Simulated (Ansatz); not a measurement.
The compound is AgI2 (P-4m2).

```cif
data_structure
_symmetry_space_group_name_H-M 'P 1'
_symmetry_Int_Tables_number 1
_cell_length_a 4.2857
_cell_length_b 4.2857
_cell_length_c 6.3548
_cell_angle_alpha 90.000
_cell_angle_beta 90.000
_cell_angle_gamma 90.000
_cell_volume 116.72
loop_
_atom_site_label
_atom_site_type_symbol
_atom_site_fract_x
_atom_site_fract_y
_atom_site_fract_z
_atom_site_occupancy
Ag1 Ag 0.00000 0.00000 0.50000 1
I2 I 0.50000 0.00000 0.77776 1
I3 I 0.00000 0.50000 0.22224 1
```

The cell and positions are those that the Materials Project relaxed with its own functionals (PBE, PBE+U or r2SCAN), kept fixed. Spin-orbit coupling is left out unless a run names it. PAW set soft_2, made with PBE.

A constrained-RPA run (Ansatz 0.2.0; non-magnetic LDA; Ag d + anion p, bands v11 to v1, 4×4×4 mesh, medium accuracy) builds 11 functions on bands 4.6 eV wide, with 21.0 electrons in the window. The bare on-site interaction is 18.6 eV and the bare J 0.71 eV.

**Question.** Estimate U, U′ and J.

On the Ag d shell, U = 6.57 eV (35 % of the bare value), U′ = 5.48 eV, J = 0.55 eV.

The parent state is non-magnetic and the interaction static (zero frequency); U depends on the window and the orbitals, so it belongs to this model alone. A window that holds the anion p bands defines a model with explicit ligands; its U belongs to that model and is not the U of DFT+U.

[Paths, hosts, dates, memory and timing lines, banners, echoed tables and standing remarks are left out of the program output.]

[Logs are printed without paths, hosts, clocks, repeated set-up lines and the standing remarks that a program may print on its own settings, such as how far it seeks lower states.]

[Runs of the session that timed out or met a known fault of the program may be left out.]

[Hosts, paths, dates, database ids (printed as entryN), source tags and the programs' standing remarks are cut or masked in the printed files.]
